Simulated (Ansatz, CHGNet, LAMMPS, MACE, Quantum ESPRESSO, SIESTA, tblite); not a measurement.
# Zn2+ BF4- in dimethoxyethane and tetrahydrofuran at 480 K (85 atoms) in other programs, against a plane-wave reference

Aim: run Zn2+ BF4- in dimethoxyethane and tetrahydrofuran at 480 K (85 atoms) in several programs and set results and cost side by side. A plane-wave run serves as the reference.

Calculated with Ansatz 0.2.0; Kohn-Sham DFT, PBE, PAW, plane waves.

**1. The structure**

The cell holds 85 atoms: 20 C, 8 O, 46 H, 2 B, 8 F and 1 Zn. Cell: a = 10.026 Å, b = 10.026 Å, c = 10.026 Å, α = 90.0°, β = 90.0°, γ = 90.0°. 3 dimethoxyethane, 2 tetrahydrofuran, 1 Zn2+, 2 BF4- placed at random, at 1.08 g/cm³; overlaps pushed apart, then 10 ps at 550 K with stiff harmonic cages for PF6 and BF4 with UFF radii; divalent ions of Li, Roberts, Chakravorty and Merz (J. Chem. Theory Comput. 9, 2733 (2013)); MMFF94 bonds, angles, torsions, charges and radii (Halgren, J. Comput. Chem. 17, 490 (1996)) in harmonic and 12-6 forms; charges of ions scaled by 0.8. Snapshot after 30 ps at 480 K and fixed volume.

**2. The reference run**

The PAW files are the set soft_2.

input.yaml

```yaml
crystal:
  lattice:
    - [10.02554, 0.0, 0.0]
    - [0.0, 10.02554, 0.0]
    - [0.0, 0.0, 10.02554]
  atoms:
    - { symbol: C, position: [0.73336, 0.58449, 0.71775] }
    - { symbol: O, position: [0.59029, 0.57258, 0.69394] }
    - { symbol: C, position: [0.56928, 0.61204, 0.55735] }
    - { symbol: C, position: [0.6008, 0.75681, 0.53298] }
    [... 75 atom lines left out ...]
    - { symbol: B, position: [0.45404, 0.21356, 0.36653] }
    - { symbol: F, position: [0.42656, 0.25157, 0.2274] }
    - { symbol: F, position: [0.53514, 0.29627, 0.43844] }
    - { symbol: F, position: [0.52981, 0.08934, 0.34195] }
    - { symbol: F, position: [0.33312, 0.1907, 0.43341] }
    - { symbol: Zn, position: [0.17771, 0.16951, 0.53776] }
kpoints:
  mp_grid: { grid: [1, 1, 1] }
hamiltonian:
  xc: pbe
scf:
  occupations: { method: fermi_dirac, width: 0.05 }
output:
  forces: true
  eigenvalues: true
  populations: true
  stress: true
```

On the command line:

```
$ ansatz run input.yaml --threads 4 --pin off --max-ram 8192MiB --backend cpu --events-out ev --progress --plain --runs-dir out
```

The log of the run:

```text
[...]
Pseudopotentials: kind: paw
Pseudopotential: C, paw, valence charge 4, recommended cutoff 420 eV (normal), C.paw.azcp
Pseudopotential: O, paw, valence charge 6, recommended cutoff 420 eV (normal), O.paw.azcp
Pseudopotential: H, paw, valence charge 1, recommended cutoff 420 eV (normal), H.paw.azcp
Pseudopotential: B, paw, valence charge 3, recommended cutoff 420 eV (normal), B.paw.azcp
Pseudopotential: F, paw, valence charge 7, recommended cutoff 420 eV (normal), F.paw.azcp
Pseudopotential: Zn, paw, valence charge 12, recommended cutoff 420 eV (normal), Zn.paw.azcp
[... 5 lines on functional and potentials left out ...]
Crystal: 85 atoms, lattice volume = 1007.682 Å³
Basis set: ecut = 420 eV, 19597 PW (Γ), exchange–correlation on 144×144×144 points (8 copies of the dense FFT grid, shifted against one another)
Bands: 209, of which v1, the nominal top of the filled ones, is band 124 counted from 1 (123 counted from 0)
Symmetry: 1 space group operations
Space group: P1 (ITA 1), of the structure as read, at distance tolerance 1.0e-4 Å
k-points: 1
[... 13 lines on functional and potentials left out ...]
Initial density: superposition of atomic densities (neutral atoms: chi_scale 0, normalization atom), corrected by the library's trained network
Initial wavefunctions: pseudopotential atomic-orbital guess
[...]
SCF iter   1: F=—  HF=-20389.539577 eV  |F-HF|=—  |Δ(HF+E_count)|=         —  Δρ=5.63e-3  dr2=4.80e-1  ethr=1.77e-3  ⟨swp⟩=6.0  Hψ=954  notcnv=0  defer=30
preconditioner: auto → Resta (q_TF=auto, 2.160 Å⁻¹)  ε∞=2.3  [insulator: Δε(μ)=4.558 eV  Ē_g=15.844 eV  σ=0.050 eV  W_gap=1.00  n_scr=170 (ndim 8)  ℏωp=18.0 eV  f_vac=0.347  D(μ)=0.00/eV (n_scr^D=0)  ε∞_Penn≈2.3]
[...]
SCF iter   9: F=—  HF=-20389.418615 eV  |F-HF|=—  |Δ(HF+E_count)|=   6.24e-7  Δρ=6.77e-6  dr2=4.32e-7  ethr=6.89e-10  ⟨swp⟩=2.0  Hψ=251  notcnv=0  defer=81
SCF iter  10: F=-20389.418615 eV  HF=-20389.418615 eV  |F-HF|=1.56e-8  |Δ(HF+E_count)|=   1.52e-7  Δρ=1.84e-6  dr2=4.59e-8  ethr=4.03e-11  ⟨swp⟩=15.0  Hψ=1476  notcnv=0
SCF 1 converged in 10 iterations: F = -20389.418615 eV  dr2 = 4.59e-8
[...]
SCF converged after 10 iterations
Free energy (F): -20389.418615 eV
Harris-Foulkes:  -20389.418615 eV  (|F-HF|=1.56e-8)
Internal energy: -20389.418615 eV  (E = F + TS)
E sigma→0 (E₀):  -20389.418615 eV
Fermi energy:    1.187094 eV
--- Per-component energies (eV) ---
[...]
Σ components = -20389.418615   (vs F -20389.418615, Δ=0.00e0)
--- Forces (eV/Å), atoms counted from 1 ---
  atom   1  C     -1.66374689    -0.44877336     0.68920214
  atom   2  O      1.06183203     0.71377824    -1.08286984
  atom   3  C     -0.28006291    -0.91647683     0.74466788
  atom   4  C      1.05957596    -1.51048225     1.77194954
[...]
atom  85  Zn     1.41137663    -1.60900246    -0.53852991
  max |Σ_I F_I| component: 8.05e-5 eV/Å
--- Stress (GPa, compression-positive) ---
        1.373664       0.224428       0.206717
        0.224430       2.526491      -1.665585
        0.206716      -1.665586       4.406850
  P = ⅓ Tr σ = 2.7690 GPa (27.690 kbar)
--- Band table (eV) ---
  k-point 0: bands = ["-26.2785", "-25.9281", "-24.7384", "-24.3270", [... 193 levels ...], "9.8894", "9.9583", "9.9990", "10.1070", "10.1191", "10.1597", "10.2231", "10.3413", "10.4033", "10.4429", "10.5407", "10.6409"]
--- Löwdin populations: 85 sites ---
  site symbol       q [e]
     0      C      4.2445
     1      O      6.3609
     2      C      4.0677
[...]
84     Zn     10.4406
  spilling = 0.011914 (of n_electrons = 248.000000)
```

Run time: 6.7 s. Hardware: 4 threads of Arm Neoverse V2, shared host; peak memory 1.1 GiB; 25 s of CPU time.

The run gave:

```
free energy                                      : -20389.4186 eV
free energy per atom                             : -239.8755 eV/atom
SCF cycles                                       : 10
pressure                                         : 2.769 GPa
r.m.s. force component                           : 1.131 eV/Å
longest force                                    : 4.732 eV/Å
Fermi energy                                     : 1.187 eV
gap (highest filled to lowest empty level) : 4.057 eV
spilling of the projection                       : 0.01191
```

Neighbours are counted within 1.34 Å (H-C), 1.85 Å (C-C), 1.73 Å (C-O), 1.72 Å (F-B), 2.27 Å (F-Zn), 2.20 Å (O-Zn).

Length of the force by element and coordination:

| element | coordination | atoms | mean length of the force (eV/Å) | spread | least | most |
| --- | --- | --- | --- | --- | --- | --- |
| B | all | 2 | 3.13 | 1.15 | 1.99 | 4.28 |
| C | all | 20 | 2.57 | 1.10 | 0.722 | 4.73 |
| F | all | 8 | 1.10 | 0.534 | 0.352 | 1.99 |
| F | 1 | 6 | 1.15 | 0.605 | 0.352 | 1.99 |
| F | 2 | 2 | 0.957 | 0.121 | 0.836 | 1.08 |
| H | all | 46 | 1.11 | 0.640 | 0.167 | 3.22 |
| O | all | 8 | 2.34 | 1.17 | 1.02 | 4.31 |
| O | 2 | 5 | 2.16 | 1.01 | 1.45 | 4.16 |
| O | 3 | 3 | 2.65 | 1.35 | 1.02 | 4.31 |
| Zn | all | 1 | 2.21 | 0 | 2.21 | 2.21 |

Löwdin charges by element and coordination (they lack the spilled electrons, 0.035 e an atom on average):

| element | coordination | atoms | mean charge (e) | spread | least | most |
| --- | --- | --- | --- | --- | --- | --- |
| B | all | 2 | 0.899 | 0.0039 | 0.895 | 0.902 |
| C | all | 20 | -0.157 | 0.0912 | -0.293 | -0.0468 |
| F | all | 8 | -0.389 | 0.0287 | -0.429 | -0.350 |
| F | 1 | 6 | -0.384 | 0.03 | -0.429 | -0.350 |
| F | 2 | 2 | -0.404 | 0.0179 | -0.421 | -0.386 |
| H | all | 46 | 0.191 | 0.0199 | 0.150 | 0.231 |
| O | all | 8 | -0.370 | 0.0267 | -0.423 | -0.332 |
| O | 2 | 5 | -0.354 | 0.0148 | -0.377 | -0.332 |
| O | 3 | 3 | -0.397 | 0.0191 | -0.423 | -0.377 |
| Zn | all | 1 | 1.56 | 0 | 1.56 | 1.56 |

The levels nearest the highest filled one (over half full), pooled over k-points and spins:

| level less the highest filled one (eV) | occupation |
| --- | --- |
| -1.58 | 2 |
| -0.962 | 2 |
| -0.865 | 2 |
| -0.826 | 2 |
| -0.662 | 2 |
| 0 | 2 |
| 4.06 | 0 |
| 4.35 | 0 |
| 4.76 | 0 |
| 4.89 | 0 |
| 5.12 | 0 |
| 5.17 | 0 |

**3. The ladder**

The programs:
- CHGNet: machine-learned potential, published weights.
- MACE: machine-learned potential, published weights.
- Quantum ESPRESSO 7.5: plane waves; labels (QE) give functional, pseudopotential set and cutoffs of waves/density.
- SIESTA 5.4.2: numerical atomic orbitals, whose automatically made sets are far from complete, with PseudoDojo norm-conserving potentials that we converted to its format (checked against plane waves on the same files for H, C, O, Si, Ge and Ca alone); labels give functional, basis size, energy shift and mesh cutoff.
- tblite 0.8.0: extended tight binding, driven from Python.

All use the same cell and atoms; the electronic-structure runs use the same k-mesh, and an electronic temperature of 580 K (0.05 eV) where levels are smeared.

Differences are against the plane-wave reference, forces as r.m.s. over components; share is that over the reference's r.m.s. force, slope the least-squares factor from reference forces to these. Total energies of different programs have different zeros and aren't compared.

| run | Δ force, r.m.s. (meV/Å) | share (%) | slope | Δ pressure (GPa) | Δ gap (eV) | cores | CPU time | memory (GiB) |
| --- | --- | --- | --- | --- | --- | --- | --- | --- |
| reference | - | - | - | - | - | 4 | 25 s | 1.1 |
| CHGNet 0.3.0 potential | 220 | 19.4 | 0.931 | -0.260 | - | 1 | 3.8 s | 1.5 |
| CHGNet r2SCAN potential | 306 | 27.1 | 0.843 | -1.67 | - | 1 | 3.5 s | 1.5 |
| MACE MP-0b3 medium potential | 170 | 15.0 | 0.966 | -0.0628 | - | 1 | 7.2 s | 1.1 |
| QE PBE+D3(BJ), sssp-1.3.0-efficiency, 60/480 Ry | 24.8 | 2.19 | 1.000 | -0.47 | -0.005 | 2 | 3.2 min | 2.5 |
| QE PBE, sssp-1.3.0-efficiency, 60/480 Ry | 23.2 | 2.05 | 1.001 | 0.0827 | -0.005 | 2 | 3.2 min | 2.5 |
| SIESTA PBE, DZ, shift 0.01 Ry, mesh 500 Ry (coarse) | 476 | 42.1 | 1.082 | 2.92 | 0.816 | 1 | 71 s | 0.79 |
| SIESTA PBE, DZP, shift 0.01 Ry, mesh 500 Ry | 342 | 30.3 | 1.081 | 1.52 | 0.501 | 2 | 2.8 min | 1.6 |
| SIESTA PBE, SZ, shift 0.01 Ry, mesh 500 Ry (coarse) | 2064 | 183 | 1.208 | 16.9 | -0.790 | 1 | 57 s | 0.7 |
| SIESTA PBE, SZP, shift 0.01 Ry, mesh 500 Ry (coarse) | 1120 | 99.0 | 1.118 | 6.39 | 0.351 | 2 | 2.2 min | 1.5 |
| tblite GFN1-xTB | 290 | 25.6 | 0.939 | -2.47 | - | 1 | 2.2 s | 0.16 |

Rows marked coarse were listed beforehand as settings not expected to be converged; some can still land near the reference.

Times of the machine-learned potentials are mostly Python's start and the loading of weights.

CPU time is summed over cores on a shared host, where runs went side by side, so it is rough. Symmetry, cutoffs, thresholds, outputs and thread counts weren't matched or tuned between programs; memory under MPI is the largest rank's times the ranks.

Mean charges by element (e), by run and scheme:

| run | scheme | C | O | H | B | F | Zn |
| --- | --- | --- | --- | --- | --- | --- | --- |
| reference | Löwdin | -0.16 | -0.37 | +0.19 | +0.90 | -0.39 | +1.56 |
| SIESTA PBE, DZP, shift 0.01 Ry, mesh 500 Ry | Hirshfeld | -0.01 | -0.09 | +0.03 | +0.10 | -0.17 | +0.86 |
| tblite GFN1-xTB | Mulliken | +0.13 | -0.44 | +0.04 | +0.75 | -0.37 | +0.82 |

The reference's Löwdin charges lack the electrons that the projection spills, 0.035 e an atom on average.

**4. Results**

```
reference r.m.s. force component                       : 1.13 eV/Å
nearest in forces                                      : QE PBE, sssp-1.3.0-efficiency, 60/480 Ry, 2.1 %
farthest in forces                                     : SIESTA PBE, SZ, shift 0.01 Ry, mesh 500 Ry (coarse), 183 %
cheapest electronic-structure run beside the reference : tblite GFN1-xTB, 2.2 s of CPU time
```

PBE on plane waves or a grid with other potentials, cutoffs or grids, coarse settings apart, differs from the reference by 2.1 % (QE PBE, sssp-1.3.0-efficiency, 60/480 Ry) of the r.m.s. force; this holds the reference's own error, so differences of a few per cent don't tell which side is nearer the exact PBE result (QE's 60 Ry are 816 eV, against the reference's 420 eV). The PBE run in local orbitals, coarse settings apart, differs by 30 % (SIESTA PBE, DZP, shift 0.01 Ry, mesh 500 Ry); basis, grid and potentials can all enter. Tight binding differs by 26 % (tblite GFN1-xTB); it is another model, with fitted parameters of its own, and the xTB methods hold dispersion. Machine-learned potentials differ by 15 % (MACE MP-0b3 medium potential) to 27 % (CHGNet r2SCAN potential); they were trained on other programs' data, some at another functional. Rows with another functional or a dispersion term differ by 2.2 % (QE PBE+D3(BJ), sssp-1.3.0-efficiency, 60/480 Ry), which mixes the change of model with differences of basis and potentials. Runs with settings chosen to be coarse differ by 42 % (SIESTA PBE, DZ, shift 0.01 Ry, mesh 500 Ry) to 183 % (SIESTA PBE, SZ, shift 0.01 Ry, mesh 500 Ry), their programs' other errors included. One electronic-structure run takes under half the reference's CPU time: tblite GFN1-xTB, at 26 % in 2.2 s against 25 s; its pressure misses by -2.5 GPa. At the same functional, gaps differ from the reference's 4.06 eV by between -0.79 and +0.82 eV. A likely cause of the wide gaps: compact atomic orbitals describe empty levels worse than filled ones. In pressure, SIESTA PBE, SZ, shift 0.01 Ry, mesh 500 Ry misses by +16.9 GPa, at the same functional. Charges hang on model, scheme and program or settings: among these rows the mean for C runs from -0.16 to +0.13 e, even in sign. In the reference: filled and empty levels are parted by 4.06 eV (at Γ alone); a semilocal functional tends to put such gaps too low. In a disordered cell it changes from sample to sample and from frame to frame. In the reference: mean Löwdin charges: B +0.90, C -0.16, F -0.39, H +0.19, O -0.37, Zn +1.56 e (they miss 1.2 % of the electrons, so they add up to more than the cell's charge). Periodic xTB results under one method name differ between programs and library versions. With short bonds to hydrogen, sets of potentials differ among themselves by several per cent in forces even at converged cutoffs, so the reference isn't exact here either. The potentials hold different valence shells: 248 electrons in the reference, 256 in Quantum ESPRESSO with SSSP and 256 in SIESTA; this bears on time and differences. Machine-learned potentials mimic data converged in k, so the reference's own k-point error enters their differences. The network of contacts between molecules at the start is that of the classical potential that made the cell, and needn't be the one that DFT or experiment would give. The reference's stress is far from hydrostatic: its diagonal is 1.4, 2.5, 4.4 GPa, compression counted positive. The reference's PBE has no dispersion term, which matters for the binding between molecules or layers. The density was typed from a rule of thumb and may lie off the real one at this temperature. The electronic-structure runs sample only Γ, in a cell whose shortest periodic width is 10 Å.

[Also dropped from logs without a mark: logging warnings of Python, and SIESTA's first energy breakdown and zero terms.]

[Logs are printed without paths, hosts, clocks, repeated set-up lines and the standing remarks that a program may print on its own settings, such as how far it seeks lower states.]

[Hosts, paths, dates, database ids (printed as entryN), source tags and the programs' standing remarks are cut or masked in the printed files.]

[The MMFF94 radii named for the starting cell were scaled by 0.96; in molecules described by MMFF94, hydrogen bound to N, O or S took a small fixed 12-6 site in their place.]
